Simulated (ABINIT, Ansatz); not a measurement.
# A GW chain in ABINIT: CdBr2 (P6_3mc)

How does a plane-wave GW calculation on CdBr2 (P6_3mc) run from the first input to the gap?

Method: LDA and many-body steps on it, plane waves, in ABINIT 10.8.3.

The database entry behind the starting cell has ideal inner coordinates that were not refined, so it need not match the best structure at ambient conditions.

**1. The starting structure**

It takes space group P6_3mc (No. 186, hexagonal). Conventional cell: a = 3.985 Å, b = 3.985 Å, c = 12.561 Å, α = 90.00°, β = 90.00°, γ = 120.00°. Cd has 6 Br at 2.79 Å nearest. Nearest to Br lie 3 Cd at 2.79 Å. Br has 3 Cd at 2.79 Å nearest. Farther neighbours and most contacts between anions are not listed.

The cell and positions come from the Crystallography Open Database and are kept as given unless a step says otherwise.

**2. Ground state**

This step: ABINIT 10.8.3; DFT, LDA, plane waves, norm-conserving pseudopotentials.

The ground-state density comes first.

Input file run.abi:

```
acell 3*1.0 Angstrom
rprim 
  3.985000000011 -0.000000000003 0.000000000000
  -1.992500000003 3.451111234092 0.000000000000
  0.000000000000 0.000000000000 12.561000000000
ntypat 2
znucl 48 35
natom 6
typat 1 1 2 2 2 2
xred 
  0.333333333333 0.666666666667 0.375000000000
  0.666666666667 0.333333333333 0.875000000000
  0.333333333333 0.666666666667 0.000000000000
  0.666666666667 0.333333333333 0.500000000000
  0.000000000000 0.000000000000 0.250000000000
  0.000000000000 0.000000000000 0.750000000000
pp_dirpath "pseudos"
pseudos "Cd.upf, Br.upf"
ecut 47
ngkpt 6 6 2
nshiftk 1
shiftk 0 0 0
kptopt 1
chksymbreak 0
nband 41
occopt 1
tolvrs 1e-10
nstep 60
prtwf 0
optforces 0
optstress 0
indata_prefix "in"
outdata_prefix "out"
tmpdata_prefix "tmp"
```

Started as:

```bash
$ OMP_NUM_THREADS=1 mpirun -n 4 abinit run.abi > log
```

Numbers of over 12 decimals in the logs are rounded to 6 here.

Output:

```text
.Version 10.8.3 of ABINIT. v10.8.2 released Aug 2026.

 Symmetries : space group P6_3 m c (#186); Bravais hP (primitive hexag.)
================================================================================
 Values of the parameters that define the memory need of the present run
     intxc =       0    ionmov =       0      iscf =       7    lmnmax =       6
     lnmax =       6     mgfft =     150  mpssoang =       3    mqgrid =    7326
     natom =       6  nloc_mem =       1    nspden =       1   nspinor =       1
    nsppol =       1      nsym =      12    n1xccc =    2501    ntypat =       2
    occopt =       1   xclevel =       1
-    mband =          41        mffmem =           1         mkmem =           4
       mpw =       17970          nfft =      345600          nkpt =          14
================================================================================
  Rough estimation (10% accuracy) of disk space for files :
================================================================================

--------------------------------------------------------------------------------
------------- Echo of variables that govern the present computation ------------
--------------------------------------------------------------------------------
 -outvars: echo values of preprocessed input variables --------
            acell      1.8897261259E+00  1.8897261259E+00  1.8897261259E+00 Bohr

      chksymbreak           0
             ecut      4.70000000E+01 Hartree
-          fftalg         312

              ixc       -1012
              kpt      0.00000000E+00  0.00000000E+00  0.00000000E+00
                       1.66666667E-01  0.00000000E+00  0.00000000E+00
                       3.33333333E-01  0.00000000E+00  0.00000000E+00
                       5.00000000E-01  0.00000000E+00  0.00000000E+00
                       1.66666667E-01  1.66666667E-01  0.00000000E+00
                       3.33333333E-01  1.66666667E-01  0.00000000E+00
                       3.33333333E-01  3.33333333E-01  0.00000000E+00
                       0.00000000E+00  0.00000000E+00  5.00000000E-01
                       1.66666667E-01  0.00000000E+00  5.00000000E-01
                       3.33333333E-01  0.00000000E+00  5.00000000E-01
                       5.00000000E-01  0.00000000E+00  5.00000000E-01
[...]
kptrlatt        6    0    0      0    6    0      0    0    2
          kptrlen      4.51833517E+01
P           mkmem           4
            natom           6
            nband          41
            ngfft          48      48     150
             nkpt          14
            nstep          60
             nsym          12
           ntypat           2
              occ      2.000000  2.000000  2.000000  2.000000  2.000000  2.000000
                       2.000000  2.000000  2.000000  2.000000  2.000000  2.000000
                       2.000000  2.000000  2.000000  2.000000  2.000000  2.000000
                       2.000000  2.000000  2.000000  2.000000  2.000000  2.000000
                       2.000000  2.000000  2.000000  2.000000  2.000000  2.000000
                       2.000000  2.000000  2.000000  2.000000  0.000000  0.000000
                       0.000000  0.000000  0.000000  0.000000  0.000000
        optforces           0
        optstress           0
            prtwf           0
            rprim      3.9850000000E+00 -3.0000000000E-12  0.0000000000E+00
[...]
spgroup         186

           tolvrs      1.00000000E-10

             xred      3.3333333333E-01  6.6666666667E-01  3.7500000000E-01
[...]
znucl       48.00000   35.00000

================================================================================

 chkinp: Checking input parameters for consistency.

================================================================================
== DATASET  1 ==================================================================
-   mpi_nproc: 4, omp_nthreads: 1 (-1 if OMP is not activated)

--- !DatasetInfo
iteration_state: {dtset: 1, }
dimensions: {natom: 6, nkpt: 14, mband: 41, nsppol: 1, nspinor: 1, nspden: 1, mpw: 17970, }
cutoff_energies: {ecut:  47.0, pawecutdg:  -1.0, }
electrons: {nelect:   6.80000000E+01, charge:   0.00000000E+00, occopt:   1.00000000E+00, tsmear:   1.00000000E-02, }

 Real(R)+Recip(G) space primitive vectors, cartesian coordinates (Bohr,Bohr^-1):
 R(1)=  7.5305586  0.0000000  0.0000000  G(1)=  0.1327923  0.0766677  0.0000000
 R(2)= -3.7652793  6.5216551  0.0000000  G(2)=  0.0000000  0.1533353  0.0000000
 R(3)=  0.0000000  0.0000000 23.7368499  G(3)=  0.0000000  0.0000000  0.0421286
 Unit cell volume ucvol=  1.1657572E+03 bohr^3
 Angles (23,13,12)=  9.00000000E+01  9.00000000E+01  1.20000000E+02 degrees

 getcut: wavevector=  0.0000  0.0000  0.0000  ngfft=  48  48 150
         ecut(hartree)=     47.000   => boxcut(ratio)=   2.04764

--- Pseudopotential description ------------------------------------------------
- Cd Generated using ONCVPSP code by D. R. Hamann
- 48.00000  20.00000  180309                  znucl, zion, pspdat
12 -1012 2 -1 1336                            pspcod,pspxc,lmax,lloc,mmax
     nproj     2     2     2
  pspatm : epsatm=   23.37058476
         --- l  ekb(1:nproj) -->
[...]
pspatm: atomic psp has been read  and splines computed

- Br Generated using ONCVPSP code by D. R. Hamann
- 35.00000   7.00000  180309                  znucl, zion, pspdat
12 -1012 2 -1 1084                            pspcod,pspxc,lmax,lloc,mmax
     nproj     2     2     2
  pspatm : epsatm=   10.24179696
         --- l  ekb(1:nproj) -->
[...]
pspatm: atomic psp has been read  and splines computed

   5.96416830E+03                                ecore*ucvol(ha*bohr**3)
--------------------------------------------------------------------------------

_setup2: Arith. and geom. avg. npw (full set) are   17942.375   17942.362

================================================================================

--- !BeginCycle
iteration_state: {dtset: 1, }
solver: {iscf: 7, nstep: 60, nline: 4, wfoptalg: 0, }
tolerances: {tolvrs: 1.00E-10, }

     iter   Etot(hartree)      deltaE(h)  residm     vres2
 ETOT  1  -392.01880906791    -3.920E+02 3.343E+00 1.386E+05
 ETOT  2  -395.22792043011    -3.209E+00 1.353E+00 2.284E+05
 ETOT  3  -411.39747053665    -1.617E+01 6.004E-01 2.637E+04
 ETOT  4  -412.84656564542    -1.449E+00 3.580E-02 1.406E+04
 ETOT  5  -413.43792744909    -5.914E-01 3.936E-03 5.960E+03
 ETOT  6  -413.70519411072    -2.673E-01 5.268E-03 2.528E+03
 ETOT  7  -413.79630475204    -9.111E-02 2.979E-03 1.204E+03
 ETOT  8  -413.81899209112    -2.269E-02 3.340E-03 8.877E+02
 ETOT  9  -413.87642263434    -5.743E-02 5.475E-03 9.587E+01
 ETOT 10  -413.88300718350    -6.585E-03 1.495E-02 1.652E-01
[...]
ETOT 15  -413.88304263555    -6.173E-10 2.268E-03 5.336E-06
 ETOT 16  -413.88304263649    -9.381E-10 3.189E-04 1.615E-07
 ETOT 17  -413.88304263655    -5.991E-11 4.979E-04 8.443E-09
 ETOT 18  -413.88304263651     3.865E-11 1.502E-04 8.522E-10
 ETOT 19  -413.88304263652    -8.413E-12 8.434E-04 2.691E-11

 At SCF step   19       vres2   =  2.69E-11 < tolvrs=  1.00E-10 =>converged.

--- !ResultsGS
iteration_state: {dtset: 1, }
comment   : Summary of ground state results
lattice_vectors:
- [  7.5305586,  -0.0000000,   0.0000000, ]
- [ -3.7652793,   6.5216551,   0.0000000, ]
- [  0.0000000,   0.0000000,  23.7368499, ]
lattice_lengths: [   7.53056,    7.53056,   23.73685, ]
lattice_angles: [ 90.000,  90.000, 120.000, ] # degrees, (23, 13, 12)
lattice_volume:   1.1657572E+03
convergence: {deltae: -8.413E-12, res2:  2.691E-11, residm:  8.434E-04, diffor:  0.000E+00, }
etotal    :  -4.13883043E+02
entropy   :   0.00000000E+00
fermie    :   7.17576032E-02
cartesian_stress_tensor: null
pressure_GPa: null
xred      :
- [  3.3333E-01,   6.6667E-01,   3.7500E-01, Cd]
- [  6.6667E-01,   3.3333E-01,   8.7500E-01, Cd]
- [  3.3333E-01,   6.6667E-01,   1.1102E-16, Br]
- [  6.6667E-01,   3.3333E-01,   5.0000E-01, Br]
- [  1.8504E-17,   3.7007E-17,   2.5000E-01, Br]
- [  1.8504E-17,   3.7007E-17,   7.5000E-01, Br]
cartesian_forces: null
force_length_stats: {min: null, max: null, mean: null, }

 Integrated electronic density in atomic spheres:
 ------------------------------------------------
 Atom  Sphere_radius  Integrated_density
[...]
================================================================================

 ----iterations are completed or convergence reached----

 Mean square residual over all n,k,spin=   28.690E-07; max=  84.336E-05
 reduced coordinates (array xred) for    6 atoms
[...]
0.666666666667      0.333333333333      0.875000000000
       0.333333333333      0.666666666667      0.000000000000
       0.666666666667      0.333333333333      0.500000000000
       0.000000000000      0.000000000000      0.250000000000
       0.000000000000      0.000000000000      0.750000000000
 rms dE/dt=  0.0000E+00; max dE/dt=  0.0000E+00; dE/dt below (all hartree)
    1       0.000000000000      0.000000000000      0.000000000000
    2       0.000000000000      0.000000000000      0.000000000000
    3       0.000000000000      0.000000000000      0.000000000000
    4       0.000000000000      0.000000000000      0.000000000000
    5       0.000000000000      0.000000000000      0.000000000000
    6       0.000000000000      0.000000000000      0.000000000000

 cartesian coordinates (angstrom) at end:
    1      1.67e-12     2.300741     4.710375
    2      1.992500     1.150370    10.990875
    3      1.67e-12     2.300741     0.000000
    4      1.992500     1.150370     6.280500
    5      0.000000     0.000000     3.140250
    6      0.000000     0.000000     9.420750
 length scales=  1.889726125908  1.889726125908  1.889726125908 bohr
              =  1.000000000000  1.000000000000  1.000000000000 angstroms
 prteigrs : about to open file out_EIG
 Fermi (or HOMO) energy (hartree) =   0.07176   Average Vxc (hartree)=  -0.34620
 Eigenvalues (hartree) for nkpt=  14  k points:
 kpt#   1, nband= 41, wtk=  0.01389, kpt=  0.0000  0.0000  0.0000 (reduced coord)
  -3.62246   -3.62245   -2.19516   -2.19516   -2.19516   -2.19516   -2.19507   -2.19507
  -0.43826   -0.43234   -0.42279   -0.41573   -0.18395   -0.18395   -0.18389   -0.18389
  -0.17922   -0.17813   -0.17270   -0.17270   -0.17270   -0.17270   -0.05750   -0.03488
   0.01674    0.05109    0.05109    0.05582    0.05582    0.06613    0.06671    0.06671
   0.07176    0.07176    0.16463    0.21425    0.25794    0.26010    0.36115    0.36119
   0.36586
 prteigrs : prtvol=0 or 1, do not print more k-points.

--- !EnergyTerms
iteration_state     : {dtset: 1, }
comment             : Components of total free energy in Hartree
kinetic             :  1.40384169627675E+02
hartree             :  1.65253836569541E+02
xc                  : -6.87938744473985E+01
Ewald energy        : -1.94354030710777E+02
psp_core            :  5.11613256870587E+00
local_psp           : -4.78212926397155E+02
non_local_psp       :  1.67236501528897E+01
total_energy        : -4.13883042636520E+02
total_energy_eV     : -1.12623313338442E+04
band_energy         : -4.73282745563724E+01

== END DATASET(S) ==============================================================
================================================================================

 -outvars: echo values of variables after computation  --------
           etotal     -4.1388304264E+02
            nband          41
             nkpt          14
          spgroup         186
 [... the other variables as echoed above ...]

 Calculation completed.
```

Run time: 3.7 min. Hardware: 4 MPI ranks of Intel Xeon Platinum 8559C (Emerald Rapids), shared host; peak memory 0.77 GiB.

Numbers from this step:

- total energy: -11262.3313 eV
- gap: 2.527 eV
- k of the valence top: 0, 0, 0
- k of the conduction bottom: 0, 0, 0
- least direct gap: 2.527 eV

The gap is direct, at Γ.

**3. Empty states on the mesh, 3×3×1 mesh, 477 bands**

The sums over transitions need many empty states on a uniform mesh; this step solves for them.

run.abi: that of step 2 with these lines changed.

```diff
@@ -19,3 +19,3 @@
 ecut 47
-ngkpt 6 6 2
+ngkpt 3 3 1
 nshiftk 1
@@ -24,9 +24,10 @@
 chksymbreak 0
-nband 41
-occopt 1
-tolvrs 1e-10
+iscf -2
+irdden 1
+istwfk *1
+nband 477
+nbdbuf 42
+tolwfr 1e-09
 nstep 60
-prtwf 0
-optforces 0
-optstress 0
+prtvol 0
 indata_prefix "in"
```

Started as:

```bash
$ OMP_NUM_THREADS=1 mpirun -n 3 abinit run.abi > log
```

Output:

```text
.Version 10.8.3 of ABINIT. v10.8.2 released Aug 2026.

 Symmetries : space group P6_3 m c (#186); Bravais hP (primitive hexag.)
[... echo of the input left out ...]
== DATASET  1 ==================================================================
-   mpi_nproc: 3, omp_nthreads: 1 (-1 if OMP is not activated)

--- !DatasetInfo
iteration_state: {dtset: 1, }
dimensions: {natom: 6, nkpt: 3, mband: 477, nsppol: 1, nspinor: 1, nspden: 1, mpw: 18043, }
cutoff_energies: {ecut:  47.0, pawecutdg:  -1.0, }
electrons: {nelect:   6.80000000E+01, charge:   0.00000000E+00, occopt:   1.00000000E+00, tsmear:   1.00000000E-02, }

 Real(R)+Recip(G) space primitive vectors, cartesian coordinates (Bohr,Bohr^-1):
 R(1)=  7.5305586  0.0000000  0.0000000  G(1)=  0.1327923  0.0766677  0.0000000
 R(2)= -3.7652793  6.5216551  0.0000000  G(2)=  0.0000000  0.1533353  0.0000000
 R(3)=  0.0000000  0.0000000 23.7368499  G(3)=  0.0000000  0.0000000  0.0421286
 Unit cell volume ucvol=  1.1657572E+03 bohr^3
 Angles (23,13,12)=  9.00000000E+01  9.00000000E+01  1.20000000E+02 degrees

 getcut: wavevector=  0.0000  0.0000  0.0000  ngfft=  48  48 150
         ecut(hartree)=     47.000   => boxcut(ratio)=   2.04764

--- Pseudopotential description ------------------------------------------------
- Cd Generated using ONCVPSP code by D. R. Hamann
- 48.00000  20.00000  180309                  znucl, zion, pspdat
12 -1012 2 -1 1336                            pspcod,pspxc,lmax,lloc,mmax
     nproj     2     2     2
  pspatm : epsatm=   23.37058476
         --- l  ekb(1:nproj) -->
             0   94.865817    3.943170
             1    8.821348    1.309255
             2    2.251838   -0.763126
 pspatm: atomic psp has been read  and splines computed

- Br Generated using ONCVPSP code by D. R. Hamann
- 35.00000   7.00000  180309                  znucl, zion, pspdat
12 -1012 2 -1 1084                            pspcod,pspxc,lmax,lloc,mmax
     nproj     2     2     2
  pspatm : epsatm=   10.24179696
         --- l  ekb(1:nproj) -->
[...]
pspatm: atomic psp has been read  and splines computed

--------------------------------------------------------------------------------

================================================================================
 prteigrs : about to open file out_EIG
 Non-SCF case, kpt    1 (  0.00000  0.00000  0.00000), residuals and eigenvalues=
  2.14E-10  2.08E-10  2.88E-10  3.36E-10  2.79E-10  2.93E-10  3.34E-10  2.73E-10
  8.19E-11  1.18E-10  2.68E-10  3.19E-10  4.99E-10  5.90E-10  1.22E-10  6.05E-10
  7.91E-10  2.25E-10  2.52E-10  6.42E-10  4.87E-10  6.13E-10  1.36E-10  9.60E-11
[...]
2.60E-04  3.21E-04  5.15E-04  1.48E-03  2.44E-03
 -3.6225E+00 -3.6225E+00 -2.1952E+00 -2.1952E+00 -2.1952E+00 -2.1952E+00
 -2.1951E+00 -2.1951E+00 -4.3826E-01 -4.3234E-01 -4.2279E-01 -4.1573E-01
 -1.8395E-01 -1.8395E-01 -1.8389E-01 -1.8389E-01 -1.7922E-01 -1.7813E-01
[...]
3.7637E+00  3.7669E+00  3.7693E+00  3.7957E+00  3.7957E+00  3.8015E+00
  3.8017E+00  3.8083E+00  3.8084E+00  3.8501E+00  3.8544E+00  3.8555E+00
[...]
prteigrs : prtvol=0 or 1, do not print more k-points.

--- !ResultsGS
iteration_state: {dtset: 1, }
comment   : Summary of ground state results
lattice_vectors:
- [  7.5305586,  -0.0000000,   0.0000000, ]
- [ -3.7652793,   6.5216551,   0.0000000, ]
- [  0.0000000,   0.0000000,  23.7368499, ]
lattice_lengths: [   7.53056,    7.53056,   23.73685, ]
lattice_angles: [ 90.000,  90.000, 120.000, ] # degrees, (23, 13, 12)
lattice_volume:   1.1657572E+03
convergence: {deltae:  0.000E+00, res2:  0.000E+00, residm:  9.938E-10, diffor:  0.000E+00, }
etotal    :  -4.13883043E+02
entropy   :   0.00000000E+00
fermie    :   7.17576032E-02
cartesian_stress_tensor: null
pressure_GPa: null
xred      :
- [  3.3333E-01,   6.6667E-01,   3.7500E-01, Cd]
- [  6.6667E-01,   3.3333E-01,   8.7500E-01, Cd]
- [  3.3333E-01,   6.6667E-01,   1.1102E-16, Br]
- [  6.6667E-01,   3.3333E-01,   5.0000E-01, Br]
- [  1.8504E-17,   3.7007E-17,   2.5000E-01, Br]
- [  1.8504E-17,   3.7007E-17,   7.5000E-01, Br]
cartesian_forces: null
force_length_stats: {min: null, max: null, mean: null, }

 Integrated electronic density in atomic spheres:
 ------------------------------------------------
 Atom  Sphere_radius  Integrated_density
[...]
================================================================================

 ----iterations are completed or convergence reached----

 Mean square residual over all n,k,spin=   36.545E-11; max=  99.379E-11
 reduced coordinates (array xred) for    6 atoms
[...]
0.000000000000      0.000000000000      0.250000000000
       0.000000000000      0.000000000000      0.750000000000

 cartesian coordinates (angstrom) at end:
    1      1.67e-12     2.300741     4.710375
    2      1.992500     1.150370    10.990875
    3      1.67e-12     2.300741     0.000000
    4      1.992500     1.150370     6.280500
    5      0.000000     0.000000     3.140250
    6      0.000000     0.000000     9.420750
 length scales=  1.889726125908  1.889726125908  1.889726125908 bohr
              =  1.000000000000  1.000000000000  1.000000000000 angstroms
 prteigrs : about to open file out_EIG
 Eigenvalues (hartree) for nkpt=   3  k points:
 kpt#   1, nband=477, wtk=  0.11111, kpt=  0.0000  0.0000  0.0000 (reduced coord)
[...]
3.72699    3.72782    3.72782    3.72877    3.74312    3.76372    3.76372    3.76690
   3.76926    3.79569    3.79572    3.80152    3.80166    3.80828    3.80839    3.85013
   3.85442    3.85546    3.85706    3.86139    3.86236
 prteigrs : prtvol=0 or 1, do not print more k-points.

== END DATASET(S) ==============================================================
================================================================================

 -outvars: echo values of variables after computation  --------
            nband         477
             nkpt           3
          spgroup         186
 [... the other variables as echoed above ...]

 Calculation completed.
```

It took 22 min on 3 MPI ranks; peak memory 0.85 GiB.

This step gave:

- gap: 2.527 eV
- k of the valence top: 0, 0, 0
- k of the conduction bottom: 0, 0, 0
- least direct gap: 2.527 eV
- k points computed: 3
- lowest point of the top converged band, above the valence top: 96.0176 eV

On this mesh the gap is 2.527 eV.

[end of part 1 of 2]

[Paths, hosts, dates, memory and timing lines, banners, echoed tables and standing remarks are left out of the program output.]

[Logs are printed without paths, hosts, clocks, repeated set-up lines and the standing remarks that a program may print on its own settings, such as how far it seeks lower states.]

[Runs of the session that timed out or met a known fault of the program may be left out.]

[Hosts, paths, dates, database ids (printed as entryN), source tags and the programs' standing remarks are cut or masked in the printed files.]

[G0W0 gaps are taken among the corrected bands and points alone; a level outside them can change the order at an edge.]

[Where Ansatz stands beside ABINIT at settings called matched, ABINIT's density can come from a denser mesh and the files from another edition; pairs whose starting gaps differed by over 0.03 eV were left out, so agreement reads better than it is.]
